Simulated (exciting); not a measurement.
## Core excitons at the Cu L₃ edge of CuI (Marshite)

Aim: the Cu L₃ absorption edge of CuI (Marshite) with the electron–hole interaction treated explicitly, and what each term of the kernel does.

Main program and level: exciting sodium; X-ray absorption, core-level Bethe-Salpeter equation, exchange and statically screened direct term, Tamm-Dancoff, all-electron LAPW+lo PBE.

The database entry behind the starting cell differs from later determinations by our own check (about 0.15 % long (mineral sample)), so it need not match the best structure at ambient conditions.

## 1. The starting structure

The structure is cubic, space group F-43m (No. 216). Conventional cell: a = 6.063 Å, b = 6.063 Å, c = 6.063 Å, α = 90.00°, β = 90.00°, γ = 90.00°. Nearest to I lie 4 Cu at 2.63 Å. Nearest to Cu lie 4 I at 2.63 Å. Farther neighbours and most contacts between anions are not listed.

As a file:

```cif
data_structure
_symmetry_space_group_name_H-M 'P 1'
_symmetry_Int_Tables_number 1
_cell_length_a 4.2872
_cell_length_b 4.2872
_cell_length_c 4.2872
_cell_angle_alpha 60.000
_cell_angle_beta 60.000
_cell_angle_gamma 60.000
_cell_volume 55.72
loop_
_atom_site_label
_atom_site_type_symbol
_atom_site_fract_x
_atom_site_fract_y
_atom_site_fract_z
_atom_site_occupancy
I1 I 0.00000 0.00000 0.00000 1
Cu2 Cu 0.75000 0.75000 0.75000 1
```

Differences between curves are given as r.m.s. difference over r.m.s. height.

## 2. The self-consistent potential

The species files are the program's own, with muffin-tin radii set in the input.

Input file input.xml:

```
<input>
  <title>CuI</title>
  <structure speciespath="." autormt="false" epslat="1.0e-5">
    <crystal>
      <basevect>0.0000000000 5.7287047458 5.7287047458</basevect>
      <basevect>5.7287047458 0.0000000000 5.7287047458</basevect>
      <basevect>5.7287047458 5.7287047458 0.0000000000</basevect>
    </crystal>
    <species speciesfile="I.xml" rmt="2.300">
      <atom coord="0.0000000000 0.0000000000 0.0000000000"/>
    </species>
    <species speciesfile="Cu.xml" rmt="2.300">
      <atom coord="0.7500000000 0.7500000000 0.7500000000"/>
    </species>
  </structure>
  <groundstate do="fromscratch" xctype="GGA_PBE" ngridk="4 4 4" rgkmax="7" gmaxvr="14" nempty="8" swidth="0.001" maxscl="100" epsengy="1e-5"/>
</input>
```

Command:

```bash
> OMP_NUM_THREADS=1 mpirun -n 4 exciting
```

Log:

```text
EXCITING SODIUM started
********************************************************************************
* Ground-state run starting from atomic densities                              *
********************************************************************************
+ Starting initialization                                                      +
 Lattice vectors (cartesian) :
      0.0000000000      5.7287047458      5.7287047458
      5.7287047458      0.0000000000      5.7287047458
      5.7287047458      5.7287047458      0.0000000000
 Reciprocal lattice vectors (cartesian) :
     -0.5483949327      0.5483949327      0.5483949327
      0.5483949327     -0.5483949327      0.5483949327
      0.5483949327      0.5483949327     -0.5483949327
 Unit cell volume                           :     376.0099299647
 Brillouin zone volume                      :       0.6596905924
 Species :    1 (I)
     parameters loaded from                 :    I.xml
     name                                   :    iodine
     nuclear charge                         :     -53.00000000
     electronic charge                      :      53.00000000
     atomic mass                            :  231332.69700000
     muffin-tin radius                      :       2.30000000
     # of radial points in muffin-tin       :     400
     atomic positions (lattice) :
       1 :   0.00000000  0.00000000  0.00000000
 Species :    2 (Cu)
     parameters loaded from                 :    Cu.xml
     name                                   :    copper
     nuclear charge                         :     -29.00000000
     electronic charge                      :      29.00000000
     atomic mass                            :  115837.27170000
     muffin-tin radius                      :       2.30000000
     # of radial points in muffin-tin       :     350
     atomic positions (lattice) :
       1 :   0.75000000  0.75000000  0.75000000
 Total number of atoms per unit cell        :       2
 Spin treatment                             :    spin-unpolarised
 Number of Bravais lattice symmetries       :      48
 Number of crystal symmetries               :      24
 k-point grid                               :       4    4    4
 Total number of k-points                   :      10
 k-point set is reduced with crystal symmetries
 R^MT_min * |G+k|_max (rgkmax)              :       7.00000000
 Species with R^MT_min                      :       1 (I)
 Maximum |G+k| for APW functions            :       3.04347826
 Maximum |G| for potential and density      :      14.00000000
 G-vector grid sizes                        :      40    40    40
 Total number of G-vectors                  :   17453
 Maximum angular momentum used for
     APW functions                          :       8
     computing H and O matrix elements      :       8
     potential and density                  :       8
     inner part of muffin-tin               :       2
 Total nuclear charge                       :     -82.00000000
 Total electronic charge                    :      82.00000000
 Total core charge                          :      48.00000000
 Total valence charge                       :      34.00000000
 Number of empty states                     :       8
 Total number of valence states             :      26
 Maximum Hamiltonian size                   :     216
 Maximum number of plane-waves              :     190
 Total number of local-orbitals             :      26
 Exchange-correlation type                  :      20
     Perdew-Burke-Ernzerhof, Phys. Rev. Lett. 77, 3865 (1996)
     Generalised gradient approximation (GGA)
 Smearing scheme                            :    Gaussian
 Smearing width                             :       0.00100000
 Using multisecant Broyden potential mixing
+ Ending initialization                                                        +
********************************************************************************
* Groundstate module started                                                   *
********************************************************************************
 Output level for this task is set to normal
+ Self-consistent loop started                                                 +
 Density and potential initialised from atomic data
+ SCF iteration number :    1                                                  +
 Total energy                               :     -8767.73492076
 _______________________________________________________________
 Fermi energy                               :         0.18780793
 Kinetic energy                             :      9232.69889157
 Coulomb energy                             :    -17751.37165559
 Exchange energy                            :      -244.80879394
 Correlation energy                         :        -4.25336280
 DOS at Fermi energy (states/Ha/cell)       :         0.00000000
 Electron charges :
     core                                   :        48.00000000
     core leakage                           :         0.00147934
     valence                                :        34.00000000
     interstitial                           :         4.21541444
     charge in muffin-tin spheres :
                  atom     1     I          :        49.99498157
                  atom     2    Cu          :        27.78960399
     total charge in muffin-tins            :        77.78458556
     total charge                           :        82.00000000
 Estimated fundamental gap                  :         0.01992651
        valence-band maximum at    1      0.0000  0.0000  0.0000
     conduction-band minimum at    1      0.0000  0.0000  0.0000
[... further iterations ...]
| Convergence targets achieved. Performing final SCF iteration                 +
 Total energy                               :     -8774.10097479
 _______________________________________________________________
 Fermi energy                               :         0.16530968
 Kinetic energy                             :      9228.81165150
 Coulomb energy                             :    -17753.56894849
 Exchange energy                            :      -245.08720520
 Correlation energy                         :        -4.25647260
 DOS at Fermi energy (states/Ha/cell)       :         0.00000000
 Electron charges :
     core                                   :        48.00000000
     core leakage                           :         0.00146126
     valence                                :        34.00000000
     interstitial                           :         4.09815496
     charge in muffin-tin spheres :
                  atom     1     I          :        49.94986300
                  atom     2    Cu          :        27.95198204
     total charge in muffin-tins            :        77.90184504
     total charge                           :        82.00000000
 Estimated fundamental gap                  :         0.04047561
        valence-band maximum at    1      0.0000  0.0000  0.0000
     conduction-band minimum at    1      0.0000  0.0000  0.0000
+ Self-consistent loop stopped                                                 +
 STATE.OUT is written
********************************************************************************
* Groundstate module stopped                                                   *
********************************************************************************
 Total time spent (seconds)                 :        16.04
| EXCITING SODIUM stopped                                                      =
```

The job ended after 18 s (4 MPI ranks of Arm Neoverse V1, shared host).

The mesh shows a gap of 1.10 eV. Core levels (Dirac, from the valence top):

```tsv
atom	level	energy (eV)
Cu	2s1/2	-1059.1
Cu	2p1/2	-927.4
Cu	2p3/2	-906.9
Cu	3s1/2	-111.5
```

## 3. A richer basis for the empty states

Each species file gets more local orbitals, built from u and its energy derivative at 0.15 Ha and u at 0.9 Ha.

input.xml is that of step 2.

Input file SPECIES.xml, added lines:

```
<lo l="L">  <!-- L = 0, 1, 2 -->
  <wf matchingOrder="0" trialEnergy="0.1500" searchE="false"/>
  <wf matchingOrder="1" trialEnergy="0.1500" searchE="false"/>
  <wf matchingOrder="0" trialEnergy="0.9000" searchE="false"/>
</lo>
```

Command:

```bash
> OMP_NUM_THREADS=1 mpirun -n 4 exciting
```

Log:

```text
EXCITING SODIUM started
********************************************************************************
* Ground-state run starting from atomic densities                              *
********************************************************************************
+ Starting initialization                                                      +
[... lattice and species ...]
 Spin treatment                             :    spin-unpolarised
 Number of Bravais lattice symmetries       :      48
[...]
valence-band maximum at    1      0.0000  0.0000  0.0000
     conduction-band minimum at    1      0.0000  0.0000  0.0000
+ Self-consistent loop stopped                                                 +
 STATE.OUT is written
********************************************************************************
* Groundstate module stopped                                                   *
********************************************************************************
 Total time spent (seconds)                 :        15.32
| EXCITING SODIUM stopped                                                      =
[key lines of the parts left out:]
Total energy                               :     -8774.10169300
Fermi energy                               :         0.16585931
```

It took 16 s on 4 MPI ranks.

Against the first ground state the total energy moves by -10 meV an atom and the gap by -0.01 eV.

(Part 1 of 2 ends here.)

[Banner, clock and machine lines of the logs are left out without a mark of their own.]

[Logs are printed without paths, hosts, clocks, repeated set-up lines and the standing remarks that a program may print on its own settings, such as how far it seeks lower states.]

[Hosts, paths, dates, database ids (printed as entryN), source tags and the programs' standing remarks are cut or masked in the printed files.]
